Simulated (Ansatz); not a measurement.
## Na on Ti(0001): change of the work function

Wanted: Δφ(θ) for Na/Ti(0001), starting from the fcc site.

Program: Ansatz 0.2.0. Level of theory: plane-wave DFT, PBE, Ansatz PAW. Values are calculated unless marked as measured.

### 1. The system as given

The cell holds 4 atoms: 4 Ti. Its edges and angles: a = 2.950 Å, b = 2.950 Å, c = 25.027 Å, α = 90.0°, β = 90.0°, γ = 60.0°. Vacuum lies along c.

### 2. The clean slab

The bare slab comes first, as the zero from which every change is counted. The two lowest layers are held at bulk places and the upper ones relax. The dipole correction removes the false field that a one-sided slab makes across the periodic vacuum, so each face gets a flat vacuum level of its own.

Input file input.yaml:

```yaml
crystal:
  lattice:
    - [2.95, 0.0, 0.0]
    - [1.475, 2.5547749412, 0.0]
    - [0.0, 0.0, 25.0269]
  atoms:
    - { symbol: Ti, position: [0.6666666667, 0.6666666667, 0.3596130564] }
    - { symbol: Ti, position: [0.0, 0.0, 0.4532043521] }
    - { symbol: Ti, position: [0.6666666667, 0.6666666667, 0.5467956479] }
    - { symbol: Ti, position: [0.0, 0.0, 0.6403869436] }
kpoints:
  mp_grid: { grid: [12, 12, 1] }
hamiltonian:
  xc: pbe
scf:
  occupations: { method: fermi_dirac, width: 0.1 }
  convergence: { dr2_threshold: 1.0e-08 }
efield:
  axis: 3
  dipole_correction: true
  ramp_position: 0.97
  ramp_width: 0.06
relax:
  f_tol: 0.02
  max_steps: 60
  constraints: [{ sites: [0, 1] }]
output:
  write_potential: true
  write_density: true
  volumetric_format: npy
```

Run with:

```console
> ansatz run input.yaml --threads 4 --pin off --max-ram 16384MiB --backend cpu --events-out ev --progress --plain --runs-dir out
```

The log of the run:

```text
Engine: ansatz 0.2.0, aarch64-unknown-linux-gnu
Pseudopotentials: kind: paw
Pseudopotential: Ti, paw, valence charge 12, recommended cutoff 420 eV (normal), Ti.paw.azcp
Functional definition: PBE
  parameter kappa = 0.804
  parameter beta = 0.066725
  exchange = pbe_x(kappa = kappa, mu = beta*pi^2/3)
  correlation = pbe_c(beta = beta)
Crystal: 4 atoms, lattice volume = 188.617 Å³
Basis set: ecut = 420 eV, 3611 PW (Γ), exchange–correlation on 40×40×360 points (8 copies of the dense FFT grid, shifted against one another)
Bands: 29, of which v1, the nominal top of the filled ones, is band 24 counted from 1 (23 counted from 0)
Symmetry: 6 space group operations
k-points: 19 of 144 (time reversal used)
Non-local potential: Ti, projectors of the file, l = 0: 3, l = 1: 2, l = 2: 3, l = 3: 1
PAW form: soft (Blöchl's): semilocal exchange-correlation on the pseudo side does not see the compensation charge
PAW one-centre angular grid: Ti, 590 points (default); XC on 64 Gauss nodes
Initial density: superposition of atomic densities (neutral atoms: chi_scale 0, normalization atom), corrected by the library's trained network
Initial wavefunctions: pseudopotential atomic-orbital guess
Functional: x = pbe(κ = 0.804, μ = 0.219515), c = pbe(β = 0.066725)
SCF iter   1: F=—  HF=-9996.827743 eV  |F-HF|=—  |Δ(HF+E_count)|=         —  Δρ=6.22e-3  dr2=3.89e-1  ethr=1.77e-3  p=0.000 e·Å  D=5.72e-14 V/Å  ΔV_dip=-0.00 eV  dr2_dipole=9.47e-6  V_vac-E_F(+/−)=4.09/4.09 eV  ⟨swp⟩=7.0  Hψ=5629  notcnv=0
efield: sawtooth ramp at fractional position 0.9700 (set: `efield.ramp_position`, or a place that a band, a saddle search or an elastic batch's reference lends), width 0.0600; the density the first Hamiltonian is built on has a dipole p = 0.000 e·Å; the dipole correction subtracts the counter field D = 5.72e-14 V/Å, which shifts the + side's vacuum level by -0.00 eV against the − side's; the planar-averaged density in the ramp window peaks in size at 3.0e-5 e/Å³
automatic band count: the SCF goes on with 34 bands, as 29 were too few: the levels above may hold too much charge
preconditioner: auto → LDOS  [metal: Δε(μ)=0.033 eV  Ē_g=2.762 eV  σ=0.100 eV  W_gap=0.08  n_scr=16 (ndim 8)  ℏωp=10.8 eV  f_vac=0.550  D(μ)=8.41/eV (n_scr^D=88)  β→1.0]
SCF iter   2: F=—  HF=-9996.820566 eV  |F-HF|=—  |Δ(HF+E_count)|=   7.18e-3  Δρ=2.07e-3  dr2=1.66e-2  ethr=8.11e-4  p=-0.000 e·Å  D=-3.83e-5 V/Å  ΔV_dip=0.00 eV  dr2_dipole=2.48e-6  V_vac-E_F(+/−)=4.36/4.36 eV  ⟨swp⟩=1.9  Hψ=850  notcnv=0
SCF iter   3: F=—  HF=-9996.820324 eV  |F-HF|=—  |Δ(HF+E_count)|=   2.43e-4  Δρ=7.15e-4  dr2=2.59e-3  ethr=3.45e-5  p=-0.000 e·Å  D=-4.47e-5 V/Å  ΔV_dip=0.00 eV  dr2_dipole=9.85e-8  V_vac-E_F(+/−)=4.36/4.36 eV  ⟨swp⟩=2.1  Hψ=828  notcnv=0
SCF iter   4: F=—  HF=-9996.820197 eV  |F-HF|=—  |Δ(HF+E_count)|=   1.27e-4  Δρ=1.83e-4  dr2=7.43e-5  ethr=5.40e-6  p=-0.000 e·Å  D=-7.22e-6 V/Å  ΔV_dip=0.00 eV  dr2_dipole=6.13e-7  V_vac-E_F(+/−)=4.39/4.39 eV  ⟨swp⟩=2.0  Hψ=788  notcnv=0
SCF iter   5: F=—  HF=-9996.820294 eV  |F-HF|=—  |Δ(HF+E_count)|=   9.74e-5  Δρ=1.05e-4  dr2=4.27e-5  ethr=1.55e-7  p=-0.000 e·Å  D=-6.02e-6 V/Å  ΔV_dip=0.00 eV  dr2_dipole=2.14e-9  V_vac-E_F(+/−)=4.40/4.40 eV  ⟨swp⟩=3.4  Hψ=1271  notcnv=0
SCF iter   6: F=—  HF=-9996.820299 eV  |F-HF|=—  |Δ(HF+E_count)|=   5.17e-6  Δρ=3.45e-5  dr2=6.91e-6  ethr=8.90e-8  p=0.000 e·Å  D=5.34e-6 V/Å  ΔV_dip=-0.00 eV  dr2_dipole=4.49e-12  V_vac-E_F(+/−)=4.41/4.41 eV  ⟨swp⟩=2.2  Hψ=859  notcnv=0
SCF iter   7: F=—  HF=-9996.820326 eV  |F-HF|=—  |Δ(HF+E_count)|=   2.63e-5  Δρ=9.73e-6  dr2=2.31e-7  ethr=1.44e-8  p=0.000 e·Å  D=4.34e-6 V/Å  ΔV_dip=-0.00 eV  dr2_dipole=2.61e-10  V_vac-E_F(+/−)=4.41/4.41 eV  ⟨swp⟩=1.5  Hψ=670  notcnv=0
SCF iter   8: F=—  HF=-9996.820326 eV  |F-HF|=—  |Δ(HF+E_count)|=   3.11e-7  Δρ=4.96e-6  dr2=7.05e-8  ethr=4.82e-10  p=0.000 e·Å  D=3.41e-6 V/Å  ΔV_dip=-0.00 eV  dr2_dipole=1.15e-11  V_vac-E_F(+/−)=4.41/4.41 eV  ⟨swp⟩=3.0  Hψ=1249  notcnv=0
SCF iter   9: F=-9996.820326 eV  HF=-9996.820326 eV  |F-HF|=4.66e-9  |Δ(HF+E_count)|=   1.10e-8  Δρ=1.31e-6  dr2=3.16e-9  ethr=2.08e-11  p=0.000 e·Å  D=1.86e-6 V/Å  ΔV_dip=-0.00 eV  dr2_dipole=2.64e-11  V_vac-E_F(+/−)=4.41/4.41 eV  ⟨swp⟩=7.9  Hψ=4145  notcnv=0
SCF 1 converged in 9 iterations: F = -9996.820326 eV  dr2 = 3.16e-9
  greatest PAW one-centre occupation: 0.999 electrons in one spin orbital (limit 2), on the Ti atom at site 2 (counted from 0), in its partial waves of l = 0
relax step   1: F+E_penalty+E_count = -9996.82032589 eV  Δ(F+E_penalty+E_count) = +0.000e0 eV  max|allowed force component| = 6.136e-1 eV/Å  Δτ_max = 0.0000 Å  (9 SCF iters, accepted)
Bands: 34, of which v1, the nominal top of the filled ones, is band 24 counted from 1 (23 counted from 0)
Initial density: handed on by an earlier stage of this run
Initial wavefunctions: those handed on with the density
SCF iter   1: F=—  HF=-9997.020719 eV  |F-HF|=—  |Δ(HF+E_count)|=         —  Δρ=1.54e-2  dr2=3.23e0  ethr=3.10e-3  p=0.000 e·Å  D=6.90e-7 V/Å  ΔV_dip=-0.00 eV  dr2_dipole=2.03e-1  V_vac-E_F(+/−)=4.45/4.45 eV  ⟨swp⟩=4.8  Hψ=1854  notcnv=0
efield: sawtooth ramp at fractional position 0.9700 (set: `efield.ramp_position`, or a place that a band, a saddle search or an elastic batch's reference lends), width 0.0600; the density the first Hamiltonian is built on has a dipole p = 0.000 e·Å; the dipole correction subtracts the counter field D = 6.90e-7 V/Å, which shifts the + side's vacuum level by -0.00 eV against the − side's; the planar-averaged density in the ramp window peaks in size at 8.7e-6 e/Å³
preconditioner: auto → LDOS  [metal: Δε(μ)=0.006 eV  Ē_g=2.864 eV  σ=0.100 eV  W_gap=0.02  n_scr=16 (ndim 8)  ℏωp=10.8 eV  f_vac=0.560  D(μ)=7.32/eV (n_scr^D=62)  β→1.0]
SCF iter   2: F=—  HF=-9996.896701 eV  |F-HF|=—  |Δ(HF+E_count)|=   1.24e-1  Δρ=7.26e-3  dr2=5.18e-1  ethr=3.10e-3  p=0.018 e·Å  D=1.74e-2 V/Å  ΔV_dip=-0.44 eV  dr2_dipole=8.81e-2  V_vac-E_F(+/−)=4.00/4.43 eV  ⟨swp⟩=2.1  Hψ=1128  notcnv=0
SCF iter   3: F=—  HF=-9996.864918 eV  |F-HF|=—  |Δ(HF+E_count)|=   3.18e-2  Δρ=2.42e-3  dr2=6.44e-2  ethr=1.08e-3  p=0.007 e·Å  D=6.93e-3 V/Å  ΔV_dip=-0.17 eV  dr2_dipole=1.04e-2  V_vac-E_F(+/−)=4.26/4.43 eV  ⟨swp⟩=2.1  Hψ=988  notcnv=0
SCF iter   4: F=—  HF=-9996.859779 eV  |F-HF|=—  |Δ(HF+E_count)|=   5.14e-3  Δρ=9.85e-4  dr2=8.07e-3  ethr=1.34e-4  p=0.007 e·Å  D=6.69e-3 V/Å  ΔV_dip=-0.17 eV  dr2_dipole=2.47e-3  V_vac-E_F(+/−)=4.26/4.43 eV  ⟨swp⟩=2.1  Hψ=974  notcnv=0
SCF iter   5: F=—  HF=-9996.859571 eV  |F-HF|=—  |Δ(HF+E_count)|=   2.08e-4  Δρ=1.72e-4  dr2=9.56e-5  ethr=1.68e-5  p=0.006 e·Å  D=5.68e-3 V/Å  ΔV_dip=-0.14 eV  dr2_dipole=1.68e-5  V_vac-E_F(+/−)=4.29/4.43 eV  ⟨swp⟩=1.9  Hψ=759  notcnv=0
SCF iter   6: F=—  HF=-9996.859598 eV  |F-HF|=—  |Δ(HF+E_count)|=   2.75e-5  Δρ=9.00e-5  dr2=6.59e-5  ethr=1.99e-7  p=0.005 e·Å  D=5.13e-3 V/Å  ΔV_dip=-0.13 eV  dr2_dipole=5.10e-6  V_vac-E_F(+/−)=4.30/4.43 eV  ⟨swp⟩=2.3  Hψ=888  notcnv=0
SCF iter   7: F=—  HF=-9996.859606 eV  |F-HF|=—  |Δ(HF+E_count)|=   8.13e-6  Δρ=5.04e-5  dr2=8.15e-6  ethr=1.37e-7  p=0.005 e·Å  D=4.68e-3 V/Å  ΔV_dip=-0.12 eV  dr2_dipole=1.85e-6  V_vac-E_F(+/−)=4.31/4.43 eV  ⟨swp⟩=1.7  Hψ=678  notcnv=0
SCF iter   8: F=—  HF=-9996.859637 eV  |F-HF|=—  |Δ(HF+E_count)|=   3.11e-5  Δρ=1.65e-5  dr2=1.25e-6  ethr=1.70e-8  p=0.005 e·Å  D=4.37e-3 V/Å  ΔV_dip=-0.11 eV  dr2_dipole=3.61e-8  V_vac-E_F(+/−)=4.32/4.43 eV  ⟨swp⟩=2.5  Hψ=1020  notcnv=0
SCF iter   9: F=—  HF=-9996.859637 eV  |F-HF|=—  |Δ(HF+E_count)|=   1.30e-7  Δρ=6.35e-6  dr2=1.45e-7  ethr=2.60e-9  p=0.004 e·Å  D=4.27e-3 V/Å  ΔV_dip=-0.11 eV  dr2_dipole=6.59e-9  V_vac-E_F(+/−)=4.32/4.43 eV  ⟨swp⟩=2.1  Hψ=814  notcnv=0
SCF iter  10: F=—  HF=-9996.859637 eV  |F-HF|=—  |Δ(HF+E_count)|=   2.23e-8  Δρ=1.77e-6  dr2=1.75e-8  ethr=3.01e-10  p=0.004 e·Å  D=4.25e-3 V/Å  ΔV_dip=-0.11 eV  dr2_dipole=1.63e-9  V_vac-E_F(+/−)=4.32/4.43 eV  ⟨swp⟩=2.6  Hψ=940  notcnv=0
SCF iter  11: F=-9996.859637 eV  HF=-9996.859637 eV  |F-HF|=8.57e-10  |Δ(HF+E_count)|=   7.38e-9  Δρ=6.03e-7  dr2=2.44e-9  ethr=2.08e-11  p=0.004 e·Å  D=4.24e-3 V/Å  ΔV_dip=-0.11 eV  dr2_dipole=4.98e-10  V_vac-E_F(+/−)=4.32/4.43 eV  ⟨swp⟩=9.3  Hψ=3722  notcnv=0
SCF 2 converged in 11 iterations: F = -9996.859637 eV  dr2 = 2.44e-9
  greatest PAW one-centre occupation: 0.999 electrons in one spin orbital (limit 2), on the Ti atom at site 1 (counted from 0), in its partial waves of l = 0
relax step   2: F+E_penalty+E_count = -9996.85963747 eV  Δ(F+E_penalty+E_count) = -3.931e-2 eV  max|allowed force component| = 4.318e-1 eV/Å  Δτ_max = 0.1956 Å  (11 SCF iters, accepted)
iter 1 solved again at ethr=1.59e-3 eV; its pass at ethr=3.10e-3 eV (dr2=7.66e-1 eV) is discarded
SCF iter   1: F=—  HF=-9996.908496 eV  |F-HF|=—  |Δ(HF+E_count)|=         —  Δρ=7.69e-3  dr2=8.62e-1  ethr=1.59e-3  p=0.004 e·Å  D=4.24e-3 V/Å  ΔV_dip=-0.11 eV  dr2_dipole=4.10e-2  V_vac-E_F(+/−)=4.31/4.42 eV  ⟨swp⟩=1.0  Hψ=2302  notcnv=0
efield: sawtooth ramp at fractional position 0.9700 (set: `efield.ramp_position`, or a place that a band, a saddle search or an elastic batch's reference lends), width 0.0600; the density the first Hamiltonian is built on has a dipole p = 0.004 e·Å; the dipole correction subtracts the counter field D = 4.24e-3 V/Å, which shifts the + side's vacuum level by -0.11 eV against the − side's; the planar-averaged density in the ramp window peaks in size at 7.3e-6 e/Å³
preconditioner: auto → LDOS  [metal: Δε(μ)=0.012 eV  Ē_g=2.791 eV  σ=0.100 eV  W_gap=0.03  n_scr=16 (ndim 8)  ℏωp=10.8 eV  f_vac=0.555  D(μ)=7.84/eV (n_scr^D=74)  β→1.0]
SCF iter   2: F=—  HF=-9996.881424 eV  |F-HF|=—  |Δ(HF+E_count)|=   2.71e-2  Δρ=3.90e-3  dr2=1.36e-1  ethr=1.59e-3  p=-0.001 e·Å  D=-1.03e-3 V/Å  ΔV_dip=0.03 eV  dr2_dipole=2.98e-5  V_vac-E_F(+/−)=4.46/4.44 eV  ⟨swp⟩=2.1  Hψ=803  notcnv=0
SCF iter   3: F=—  HF=-9996.876836 eV  |F-HF|=—  |Δ(HF+E_count)|=   4.59e-3  Δρ=1.02e-3  dr2=7.96e-3  ethr=2.84e-4  p=0.001 e·Å  D=1.33e-3 V/Å  ΔV_dip=-0.03 eV  dr2_dipole=4.47e-4  V_vac-E_F(+/−)=4.39/4.43 eV  ⟨swp⟩=2.0  Hψ=893  notcnv=0
SCF iter   4: F=—  HF=-9996.876294 eV  |F-HF|=—  |Δ(HF+E_count)|=   5.42e-4  Δρ=2.15e-4  dr2=1.88e-4  ethr=1.66e-5  p=0.001 e·Å  D=1.32e-3 V/Å  ΔV_dip=-0.03 eV  dr2_dipole=4.33e-5  V_vac-E_F(+/−)=4.39/4.43 eV  ⟨swp⟩=2.0  Hψ=779  notcnv=0
SCF iter   5: F=—  HF=-9996.876314 eV  |F-HF|=—  |Δ(HF+E_count)|=   2.03e-5  Δρ=8.59e-5  dr2=4.19e-5  ethr=3.92e-7  p=0.002 e·Å  D=1.54e-3 V/Å  ΔV_dip=-0.04 eV  dr2_dipole=6.00e-6  V_vac-E_F(+/−)=4.39/4.42 eV  ⟨swp⟩=2.3  Hψ=962  notcnv=0
SCF iter   6: F=—  HF=-9996.876353 eV  |F-HF|=—  |Δ(HF+E_count)|=   3.85e-5  Δρ=3.19e-5  dr2=6.27e-6  ethr=8.73e-8  p=0.002 e·Å  D=1.75e-3 V/Å  ΔV_dip=-0.04 eV  dr2_dipole=2.46e-7  V_vac-E_F(+/−)=4.38/4.42 eV  ⟨swp⟩=2.0  Hψ=789  notcnv=0
SCF iter   7: F=—  HF=-9996.876383 eV  |F-HF|=—  |Δ(HF+E_count)|=   3.04e-5  Δρ=1.32e-5  dr2=9.85e-7  ethr=1.31e-8  p=0.002 e·Å  D=1.88e-3 V/Å  ΔV_dip=-0.05 eV  dr2_dipole=1.33e-7  V_vac-E_F(+/−)=4.38/4.42 eV  ⟨swp⟩=2.1  Hψ=797  notcnv=0
SCF iter   8: F=—  HF=-9996.876384 eV  |F-HF|=—  |Δ(HF+E_count)|=   1.86e-7  Δρ=5.15e-6  dr2=2.26e-7  ethr=2.05e-9  p=0.002 e·Å  D=1.96e-3 V/Å  ΔV_dip=-0.05 eV  dr2_dipole=1.79e-8  V_vac-E_F(+/−)=4.37/4.42 eV  ⟨swp⟩=2.1  Hψ=829  notcnv=0
SCF iter   9: F=-9996.876384 eV  HF=-9996.876384 eV  |F-HF|=5.95e-9  |Δ(HF+E_count)|=   1.34e-8  Δρ=1.63e-6  dr2=7.68e-9  ethr=2.08e-11  p=0.002 e·Å  D=1.99e-3 V/Å  ΔV_dip=-0.05 eV  dr2_dipole=3.83e-10  V_vac-E_F(+/−)=4.37/4.42 eV  ⟨swp⟩=8.6  Hψ=4536  notcnv=0
SCF 3 converged in 9 iterations: F = -9996.876384 eV  dr2 = 7.68e-9
relax step   3: F+E_penalty+E_count = -9996.87638356 eV  Δ(F+E_penalty+E_count) = -1.675e-2 eV  max|allowed force component| = 1.190e-2 eV/Å  Δτ_max = 0.0899 Å  (9 SCF iters, accepted)
NSCF: frozen V_eff on 19 k-points
the band table was solved once a step of the walk had ended and its energy, with any forces and stress, was formed, with the checks that follow a solve (2893 applications of the Hamiltonian). They found nothing against the state; the energy, forces and stress were not computed again (output.eigenvalues in the input reference)
WARN: The input density's exchange-correlation potential varies sharply where the density is thin. Do not read a vacuum level from v_tot or v_xc, or from such a field of the output density. On a cell that repeats whose density bears no net charge and no dipole along the vacuum's axis use v_es (v_loc + v_h of the components); under efield.dipole_correction with no amplitude use v_es + v_field, which holds any external [...]
SCF converged after 9 iterations
Free energy (F): -9996.876384 eV
Harris-Foulkes:  -9996.876384 eV  (|F-HF|=5.95e-9)
Internal energy: -9996.623465 eV  (E = F + TS)
E sigma→0 (E₀):  -9996.749924 eV
Entropy (-TS):   -0.252919 eV (-63.230 meV/atom)
Fermi energy:    2.290332 eV
Dipole field:    D = 0.002018 V/Å  (p = 0.002104 e·Å, saw-weighted, corrected)
Work function:   Φ+ = 4.3729 eV   Φ− = 4.4234 eV
Levels:          The Fermi level and band energies are counted from a zero that moves with the ramp; work functions are not
--- Per-component energies (eV) ---
  E_band       = -1160.708086
  E_kinetic    = 1085.706683
  E_local      = -50168.131695  (includes V_loc(G=0)·N_el)
  E_nonlocal   = 34.277157
  E_hartree    = 24527.751569
  E_xc         = -386.964372
  E_vxc        = -483.802244  (∫ρ·V_xc dr)
  E_paw        = -4190.770097  (= ΣΔE_a)
  E_vpaw       = -684.249600  (= ΣTr[D̂ρ^β])
  E_aug_tail   = 0.000492  (compensation charges beyond the density's cutoff)
  E_efield     = 0.000002  (sawtooth field / dipole correction)
  E_vefield    = 0.000915  (∫n·V_field dr)
  E_ewald      = 19101.506797
  E_smearing   = -0.252919  (= −TS)
  E_closure    = -0.000000  (closes the sum)
  Σ components = -9996.876384   (vs F -9996.876384, Δ=0.00e0)
--- Forces (eV/Å), atoms counted from 1 ---
  atom   1  Ti     0.00000000     0.00000000     0.60717096
  atom   2  Ti     0.00000000    -0.00000000    -0.58698495
  atom   3  Ti     0.00000000     0.00000000    -0.00824482
  atom   4  Ti    -0.00000000    -0.00000000    -0.01190260
  max |Σ_I F_I| component: 3.86e-5 eV/Å
--- Band table (eV; the first three rows and the last of 19) ---
  k-point 0: bands = [... 20 lower, 2.0512, 2.2819, 2.7160, 2.7943, 2.9364, 2.9364, 3.0094, 3.0094, ... 6 higher]
  k-point 1: bands = [... 20 lower, 1.9894, 2.2496, 2.5399, 2.6448, 2.8456, 2.9373, 3.0405, 3.0898, ... 6 higher]
  k-point 2: bands = [... 20 lower, 1.7486, 2.0197, 2.1514, 2.4575, 2.5617, 2.7274, 3.0024, 3.2370, ... 6 higher]
  k-point 18: bands = [... 20 lower, 1.1279, 1.5089, 1.5929, 2.2386, 2.2466, 2.3803, 2.4174, 2.5706, ... 6 higher]
--- Relaxed structure (3 steps of the walk, 3 accepted, 0 SCFs on fresh bases) ---
  F+E_penalty+E_count = -9996.87638356 eV   max|allowed force component| = 1.190e-2 eV/Å
  atoms:
    - { symbol: Ti, position: [0.666667, 0.666667, 0.3596130564] }
    - { symbol: Ti, position: [0.0, 0.0, 0.4532043521] }
    - { symbol: Ti, position: [0.666667, 0.666667, 0.549513] }
    - { symbol: Ti, position: [0, 0, 0.636167] }
```

Elapsed: 10 s, on 4 threads of Arm Neoverse V1, shared host; peak memory 0.5 GiB; 38 s of CPU time.

In the SCF lines HF is the Harris–Foulkes energy and dr2 the Hartree energy of the density residual, in eV; the loop may stop once dr2 is under the threshold and the program's other checks hold. Hψ counts applications of the Hamiltonian.

Relaxation path:

```tsv
step	energy less that of the first step (eV)	largest force component (eV/Å)
1	0.0000	0.6136
2	-0.0393	0.4318
3	-0.0561	0.0119
```

The run keeps the 6 symmetry operations that the program found, so distortions that break them were not tested.

The atoms that moved most (Å):

```tsv
atom	dx	dy	dz	length
Ti4	0.000	0.000	-0.106	0.106
Ti3	0.000	0.000	0.068	0.068
```

Final coordinates:

```xyz
4
Lattice="2.9500 0.0000 0.0000 1.4750 2.5548 0.0000 0.0000 0.0000 25.0269" Properties=species:S:1:pos:R:3
Ti    2.9500    1.7032    9.0000
Ti    0.0000    0.0000   11.3423
Ti    2.9500    1.7032   13.7526
Ti    0.0000    0.0000   15.9213
```

Numbers from this step:

- energy at zero smearing: -9996.7499 eV
- work function, upper face: 4.373 eV
- work function, lower face: 4.423 eV
- dipole along the normal: 0.002104 e·Å
- step between the vacuum levels: -0.05051 eV

Running mean over 2.342 Å of the planar mean; the ramp of the sawtooth is left out. The electron's electrostatic potential energy less the Fermi level by z:

```tsv
z (Å)	electron's electrostatic potential energy less the Fermi level (eV)
3.5	4.42
4.0	4.42
4.5	4.42
5.0	4.40
5.5	4.36
6.0	4.24
6.5	3.89
7.0	2.89
7.5	0.393
8.0	-3.13
8.5	-5.88
9.0	-6.74
9.5	-6.71
10.0	-6.59
10.5	-6.56
11.0	-6.58
11.5	-6.56
12.0	-6.38
12.5	-6.24
13.0	-6.32
13.5	-6.57
14.0	-6.94
14.5	-7.53
15.0	-7.68
15.5	-7.32
16.0	-6.81
16.5	-5.57
17.0	-2.61
17.5	0.849
18.0	3.07
18.5	3.92
19.0	4.22
19.5	4.32
20.0	4.36
20.5	4.37
21.0	4.37
21.5	4.37
```

The relaxation took 3 steps and lowered the energy by 0.056 eV; the largest force on the free atoms ends at 0.012 eV/Å.

The work function of the upper face is 4.37 eV.

[end of part 1 of 3]

[Long decimals in the printed logs are rounded to 6 places.]

[Logs are printed without paths, hosts, clocks, repeated set-up lines and the standing remarks that a program may print on its own settings, such as how far it seeks lower states.]

[Hosts, paths, dates, database ids (printed as entryN), source tags and the programs' standing remarks are cut or masked in the printed files.]

[Maps of the electrostatic potential energy from Ansatz leave out the sawtooth potential of an applied field or a dipole correction, so their vacuum need not be flat; planar profiles and work functions include it.]
